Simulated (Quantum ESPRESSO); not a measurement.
# Collinear magnetic orders of CrClO with Quantum ESPRESSO

Wanted: the moments of CrClO and the energy of each order that was tried.

Main program and level: Quantum ESPRESSO 7.5; PBEsol; plane waves with GBRV 1.5 PBEsol potentials, no spin-orbit coupling.

**1. Set-up**

Symmetry: Pmmn, No. 59, orthorhombic system. The conventional cell has a = 3.190 Å, b = 3.867 Å, c = 7.952 Å, α = 90.00°, β = 90.00°, γ = 90.00°. Nearest to Cr lie 4 O at 1.98 to 2.03 Å and 2 Cl at 2.32 Å. Cl has 2 Cr at 2.32 Å nearest. Nearest to O lie 4 Cr at 1.98 to 2.03 Å. Farther neighbours and most contacts between anions are not listed.

Coordinates:

```cif
data_structure
_symmetry_space_group_name_H-M 'Pmmn:1'
_symmetry_Int_Tables_number 59
_cell_length_a 3.1901
_cell_length_b 3.8666
_cell_length_c 7.9525
_cell_angle_alpha 90.000
_cell_angle_beta 90.000
_cell_angle_gamma 90.000
_cell_volume 98.09
loop_
_atom_site_label
_atom_site_type_symbol
_atom_site_symmetry_multiplicity
_atom_site_Wyckoff_symbol
_atom_site_fract_x
_atom_site_fract_y
_atom_site_fract_z
_atom_site_occupancy
Cr1 Cr 2 a 0.00000 0.00000 0.10604 1
Cl1 Cl 2 b 0.00000 0.50000 0.68142 1
O1 O 2 b 0.50000 0.00000 0.94782 1
```

The cell comes from Materials Project 2023-11-01, a database of computed structures, and need not be the stable phase.

**2. Run 1 (ferro ++)**

The signs are those of the starting moments on the seeded atoms, the atoms that are given a moment.

The input, pw.in:

```
&CONTROL
  calculation = 'scf'
  prefix = 'pwscf'
  outdir = './tmp'
  pseudo_dir = './pseudo'
  disk_io = 'nowf'
/
&SYSTEM
  ibrav = 0
  celldm(1) = 8
  nat = 6
  ntyp = 3
  ecutwfc = 40
  ecutrho = 280
  nbnd = 40
  occupations = 'smearing'
  smearing = 'fd'
  degauss = 0.00367493
  nspin = 2
  starting_magnetization(1) = 0.2143
  starting_magnetization(2) = 0
  starting_magnetization(3) = 0
/
&ELECTRONS
  conv_thr = 1.2d-08
  electron_maxstep = 150
  mixing_beta = 0.3
/
ATOMIC_SPECIES
Cr     51.9961 cr_pbesol_v1.5.uspp.F.UPF
Cl     35.4500 cl_pbesol_v1.4.uspp.F.UPF
O      15.9990 o_pbesol_v1.2.uspp.F.UPF
CELL_PARAMETERS alat
   0.7535461548307    0.0000000000000    0.0000000000000
   0.0000000000000    0.9133425581106    0.0000000000000
   0.0000000000000    0.0000000000000    1.8784965310651
ATOMIC_POSITIONS crystal
Cr      0.0000000000    0.0000000000    0.1060403200
Cr      0.5000000000    0.5000000000    0.8939596800
Cl      0.0000000000    0.5000000000    0.6814219400
Cl      0.5000000000    0.0000000000    0.3185780600
O       0.5000000000    0.0000000000    0.9478179000
O       0.0000000000    0.5000000000    0.0521821000
K_POINTS automatic
6 6 6 0 0 0
```

Started as:

```console
$ OMP_NUM_THREADS=1 mpirun -n 4 pw.x -nk 4 -in pw.in > pw.out
```

Output:

```text
Program PWSCF v.7.5 starts

     Message from routine setup:
     using ibrav=0 with symmetry is DISCOURAGED, use correct ibrav instead

     K-points division:     npool     =       4
     Subspace diagonalization in iterative solution of the eigenvalue problem:

     G-vector sticks info
     --------------------
     sticks:   dense  smooth     PW     G-vecs:    dense   smooth      PW
     Sum         983     565    173                52363    22633    3901

     Using Slab Decomposition

     bravais-lattice index     =            0
     lattice parameter (alat)  =       8.0000  a.u.
     unit-cell volume          =     661.9481 (a.u.)^3
     number of atoms/cell      =            6
     number of atomic types    =            3
     number of electrons       =        54.00
     number of Kohn-Sham states=           40
     kinetic-energy cutoff     =      40.0000  Ry
     charge density cutoff     =     280.0000  Ry
     scf convergence threshold =      1.2E-08
     mixing beta               =       0.3000
     number of iterations used =            8  plain     mixing
     Exchange-correlation= SLA  PW   PSX  PSC
                           (   1   4  10   8   0   0   0)

     celldm(1)=   8.000000  celldm(2)=   0.000000  celldm(3)=   0.000000
     celldm(4)=   0.000000  celldm(5)=   0.000000  celldm(6)=   0.000000

     crystal axes: (cart. coord. in units of alat)
               a(1) = (   0.753546   0.000000   0.000000 )
               a(2) = (   0.000000   0.913343   0.000000 )
               a(3) = (   0.000000   0.000000   1.878497 )

     reciprocal axes: (cart. coord. in units 2 pi/alat)
               b(1) = (  1.327059  0.000000  0.000000 )
               b(2) = (  0.000000  1.094879  0.000000 )
               b(3) = (  0.000000  0.000000  0.532341 )

     PseudoPot. # 1 for Cr read from file:
     cr_pbesol_v1.5.uspp.F.UPF
     Pseudo is Ultrasoft + core correction, Zval = 14.0
     Generated by new atomic code, or converted to UPF format
     Using radial grid of  857 points,  6 beta functions with:
                l(1) =   0
                l(2) =   0
                l(3) =   1
                l(4) =   1
                l(5) =   2
                l(6) =   2
     Q(r) pseudized with  8 coefficients,  rinner =    0.950   0.950   0.950
                                                       0.950   0.950

     PseudoPot. # 2 for Cl read from file:
     cl_pbesol_v1.4.uspp.F.UPF
     Pseudo is Ultrasoft + core correction, Zval =  7.0
     Generated by new atomic code, or converted to UPF format
     Using radial grid of  909 points,  6 beta functions with:
                l(1) =   0
                l(2) =   0
                l(3) =   1
                l(4) =   1
                l(5) =   2
                l(6) =   2
     Q(r) pseudized with  8 coefficients,  rinner =    1.300   1.300   1.300
                                                       1.300   1.300

     PseudoPot. # 3 for O  read from file:
     o_pbesol_v1.2.uspp.F.UPF
     Pseudo is Ultrasoft + core correction, Zval =  6.0
     Generated by new atomic code, or converted to UPF format
     Using radial grid of  737 points,  5 beta functions with:
                l(1) =   0
                l(2) =   0
                l(3) =   1
                l(4) =   1
                l(5) =   2
     Q(r) pseudized with  8 coefficients,  rinner =    0.900   0.900   0.900
                                                       0.900   0.900

     atomic species   valence    mass     pseudopotential
     Cr               14.00    51.99610     Cr( 1.00)
     Cl                7.00    35.45000     Cl( 1.00)
     O                 6.00    15.99900     O ( 1.00)

     Starting magnetic structure
     atomic species   magnetization
     Cr              0.214
     Cl              0.000
     O               0.000

      8 Sym. Ops., with inversion, found ( 4 have fractional translation)

   Cartesian axes

     site n.     atom                  positions (alat units)
         1        Cr     tau(   1) = (   0.0000000   0.0000000   0.1991964  )
         2        Cr     tau(   2) = (   0.3767731   0.4566713   1.6793002  )
         3        Cl     tau(   3) = (   0.0000000   0.4566713   1.2800488  )
         4        Cl     tau(   4) = (   0.3767731   0.0000000   0.5984478  )
         5        O      tau(   5) = (   0.3767731   0.0000000   1.7804726  )
         6        O      tau(   6) = (   0.0000000   0.4566713   0.0980239  )

     number of k points=    64  Fermi-Dirac smearing, width (Ry)=  0.0037
                       cart. coord. in units 2pi/alat
        k(    1) = (   0.0000000   0.0000000   0.0000000), wk =   0.0046296
        k(    2) = (   0.0000000   0.0000000   0.0887234), wk =   0.0092593
        k(    3) = (   0.0000000   0.0000000   0.1774469), wk =   0.0092593
        k(    4) = (   0.0000000   0.0000000  -0.2661703), wk =   0.0046296
        k(    5) = (   0.0000000   0.1824799   0.0000000), wk =   0.0092593
        [... 59 further k-points ...]

     Dense  grid:    52363 G-vectors     FFT dimensions: (  36,  40,  81)

     Smooth grid:    22633 G-vectors     FFT dimensions: (  30,  30,  64)

     Check: negative core charge=   -0.000005
     Generating pointlists ...
     new r_m :   0.1929 (alat units)  1.5436 (a.u.) for type    1
     new r_m :   0.2264 (alat units)  1.8116 (a.u.) for type    2
     new r_m :   0.1929 (alat units)  1.5436 (a.u.) for type    3

     Initial potential from superposition of free atoms

     starting charge      52.0000, renormalised to      54.0000

     negative rho (up, down):  1.660E-02 1.630E-02
     Starting wfcs are   36 randomized atomic wfcs +    4 random wfcs

     Self-consistent Calculation

     iteration #  1     ecut=    40.00 Ry     beta= 0.30
     Davidson diagonalization with overlap
     ethr =  1.00E-02,  avg # of iterations =  6.4

     negative rho (up, down):  1.544E-02 1.750E-02

     total energy              =    -481.75504182 Ry
     estimated scf accuracy    <       1.42984677 Ry

     total magnetization       =     5.98 Bohr mag/cell
     absolute magnetization    =     6.11 Bohr mag/cell

     iteration #  2     ecut=    40.00 Ry     beta= 0.30
     Davidson diagonalization with overlap
     ethr =  2.65E-03,  avg # of iterations =  2.3

     negative rho (up, down):  1.482E-02 1.821E-02

     total energy              =    -482.00802570 Ry
     estimated scf accuracy    <       0.15224303 Ry

     total magnetization       =     6.00 Bohr mag/cell
     absolute magnetization    =     6.17 Bohr mag/cell

     iteration #  3     ecut=    40.00 Ry     beta= 0.30
     Davidson diagonalization with overlap
     ethr =  2.82E-04,  avg # of iterations =  4.3

     negative rho (up, down):  1.459E-02 1.937E-02

     total energy              =    -482.03343296 Ry
     estimated scf accuracy    <       0.03504275 Ry

     total magnetization       =     6.00 Bohr mag/cell
     absolute magnetization    =     6.19 Bohr mag/cell

     [... further iterations left out ...]

     iteration #  9     ecut=    40.00 Ry     beta= 0.30
     Davidson diagonalization with overlap
     ethr =  7.19E-09,  avg # of iterations =  4.2

     negative rho (up, down):  1.441E-02 2.094E-02

     total energy              =    -482.04289068 Ry
     estimated scf accuracy    <       0.00001059 Ry

     total magnetization       =     6.00 Bohr mag/cell
     absolute magnetization    =     6.23 Bohr mag/cell

     iteration # 10     ecut=    40.00 Ry     beta= 0.30
     Davidson diagonalization with overlap
     ethr =  7.19E-09,  avg # of iterations =  2.0

     negative rho (up, down):  1.440E-02 2.093E-02

     total energy              =    -482.04289307 Ry
     estimated scf accuracy    <       0.00000012 Ry

     total magnetization       =     6.00 Bohr mag/cell
     absolute magnetization    =     6.23 Bohr mag/cell

     iteration # 11     ecut=    40.00 Ry     beta= 0.30
     Davidson diagonalization with overlap
     ethr =  2.17E-10,  avg # of iterations =  2.5

     negative rho (up, down):  1.440E-02 2.093E-02

     total energy              =    -482.04289352 Ry
     estimated scf accuracy    <       0.00000009 Ry

     total magnetization       =     6.00 Bohr mag/cell
     absolute magnetization    =     6.23 Bohr mag/cell

     iteration # 12     ecut=    40.00 Ry     beta= 0.30
     Davidson diagonalization with overlap
     ethr =  1.62E-10,  avg # of iterations =  2.0

     negative rho (up, down):  1.440E-02 2.093E-02

     Magnetic moment per site  (integrated on atomic sphere of radius R)
     atom   1 (R=0.193)  charge= 10.9055  magn=  2.4129
     atom   2 (R=0.193)  charge= 10.9055  magn=  2.4129
     atom   3 (R=0.226)  charge=  5.0294  magn=  0.0078
     atom   4 (R=0.226)  charge=  5.0294  magn=  0.0078
     atom   5 (R=0.193)  charge=  5.4531  magn= -0.0076
     atom   6 (R=0.193)  charge=  5.4531  magn= -0.0076

     End of self-consistent calculation

     Number of k-points >= 100: set verbosity='high' to print the bands.

     the Fermi energy is     7.2011 ev

!    total energy              =    -482.04289394 Ry
     estimated scf accuracy    <          6.0E-09 Ry
     smearing contrib. (-TS)   =      -0.00000819 Ry
     internal energy E=F+TS    =    -482.04288575 Ry

     The total energy is F=E-TS. E is the sum of the following terms:
     one-electron contribution =    -492.39507814 Ry
     hartree contribution      =     264.60984923 Ry
     xc contribution           =     -77.71796769 Ry
     ewald contribution        =    -176.53968915 Ry

     total magnetization       =     6.00 Bohr mag/cell
     absolute magnetization    =     6.23 Bohr mag/cell

     convergence has been achieved in  12 iterations

=------------------------------------------------------------------------------=
   JOB DONE.
=------------------------------------------------------------------------------=
```

It took 54 s on 4 MPI ranks of Intel Xeon 6975P-C (Granite Rapids), shared host; peak memory 0.81 GiB.

Spin moment in the atom's sphere by atom:

```tsv
atom	spin moment in the atom's sphere (μB)
Cr1	2.41
Cr2	2.41
Cl3	0.01
Cl4	0.01
O5	-0.01
O6	-0.01
```

Read from the output:

| Property | Result |
| --- | --- |
| smearing term TS | 1.11e-4 eV |
| magnetization | 6 μB |
| absolute magnetization | 6.228 μB |
| final state | ferromagnetic |

Spin density in the ac plane at fractional y = 0.000, with atoms of Cr and Cl and O within 0.2 Å of it.

Values in e/Å³, 24 rows by 14 columns, each cell a mean:
```
0.1 0.1 0.1 0.0 0.0 0.0 0.0 0.0 0.0 0.0 0.0 0.0 0.1 0.1
0.0 0.0 0.0 0.0 0.0 0.0 0.0 0.0 0.0 0.0 0.0 0.0 0.0 0.0
0.0 0.0 0.0 0.0 0.0 0.0 0.0 0.0 0.0 0.0 0.0 0.0 0.0 0.0
0.0 0.0 0.0 0.0 0.0 0.0 0.0 0.0 0.0 0.0 0.0 0.0 0.0 0.0
0.0 0.0 0.0 0.0 0.0 0.0 0.0 0.0 0.0 0.0 0.0 0.0 0.0 0.0
0.0 0.0 0.0 0.0 0.0 0.0 0.0 0.0 0.0 0.0 0.0 0.0 0.0 0.0
0.0 0.0 0.0 0.0 0.0 0.0 0.0 0.0 0.0 0.0 0.0 0.0 0.0 0.0
0.0 0.0 0.0 0.0 0.0 0.0 0.0 0.0 0.0 0.0 0.0 0.0 0.0 0.0
0.0 0.0 0.0 0.0 0.0 0.0 0.0 0.0 0.0 0.0 0.0 0.0 0.0 0.0
0.0 0.0 0.0 0.0 0.0 0.0 0.0 0.0 0.0 0.0 0.0 0.0 0.0 0.0
0.0 0.0 0.0 0.0 0.0 0.0 0.0 0.0 0.0 0.0 0.0 0.0 0.0 0.0
0.0 0.0 0.0 0.0 0.0 0.0 0.0 0.0 0.0 0.0 0.0 0.0 0.0 0.0
0.0 0.0 0.0 0.0 0.0 0.0 0.0 0.0 0.0 0.0 0.0 0.0 0.0 0.0
0.0 0.0 0.0 0.0 0.0 0.0 0.0 0.0 0.0 0.0 0.0 0.0 0.0 0.0
0.0 0.0 0.0 0.0 0.0 0.0 0.0 0.0 0.0 0.0 0.0 0.0 0.0 0.0
0.0 0.0 0.0 0.0 0.0 0.0 0.0 0.0 0.0 0.0 0.0 0.0 0.0 0.0
0.0 0.0 0.0 0.0 0.0 0.0 0.0 0.0 0.0 0.0 0.0 0.0 0.0 0.0
0.0 0.0 0.0 0.0 0.0 0.0 0.0 0.0 0.0 0.0 0.0 0.0 0.0 0.0
0.2 0.1 0.1 0.0 0.0 0.0 0.0 0.0 0.0 0.0 0.0 0.0 0.1 0.2
1.1 0.5 0.1 0.0 0.0 0.0 0.0 0.0 0.0 0.0 0.0 0.1 0.2 0.6
3.1 1.3 0.6 0.3 0.1 0.0 0.0 0.0 0.0 0.1 0.1 0.3 0.6 1.5
3.2 2.6 1.4 0.5 0.2 0.1 0.0 0.0 0.0 0.1 0.2 0.7 1.7 2.8
2.3 0.8 0.2 0.1 0.1 0.0 0.0 0.0 0.0 0.0 0.1 0.2 0.3 1.0
0.6 0.3 0.1 0.0 0.0 0.0 0.0 0.0 0.0 0.0 0.0 0.0 0.1 0.4
```
Columns run along a (3.2 Å), rows up along c (8.0 Å). Atoms in or near the plane, at fractional coordinates: Cr at (0.00, 0.11), Cl at (0.50, 0.32), O at (0.50, 0.95).

Valence density in the ac plane at fractional y = 0.000, with atoms of Cr and Cl and O within 0.2 Å of it. It is the smooth field of the valence electrons, not physical close to the nuclei.

Ten steps, logarithmic in the rise over the least value, from '_' (0 e/Å³) to '@' (13 e/Å³), each cell a mean:
```
==--====++##%%%%%%##++====--
------==++##%%%%%%##++==----
------====**####**++==------
----------====++====--------
----------------------------
----------------------------
----------------------------
----------------------------
----------------------------
----------------------------
----------------------------
----------------------------
----------------------------
--------======++======------
------==++++******++====----
----====++**++==++**++==----
----==++++**==__++**++====--
----====++****++****++====--
==========++++++++++========
####++==================**##
@@@@%%++==--------====**%%@@
%%@@@@**====------====##@@@@
@@@@##++==============++##@@
**++++==++++******++====++++
```
Columns run along a (3.2 Å), rows up along c (8.0 Å). Atoms in or near the plane, at fractional coordinates: Cr at (0.00, 0.11), Cl at (0.50, 0.32), O at (0.50, 0.95).

[end of part 1 of 2]

[Logs and program files are shortened in this print: banners, set-up blocks, solver, clock and traceback lines can be left out without a mark of their own.]

[Logs are printed without paths, hosts, clocks, repeated set-up lines and the standing remarks that a program may print on its own settings, such as how far it seeks lower states.]

[Hosts, paths, dates, database ids (printed as entryN), source tags and the programs' standing remarks are cut or masked in the printed files.]

[Where a cell is said to come from a database of computed structures, the database is the Materials Project.]
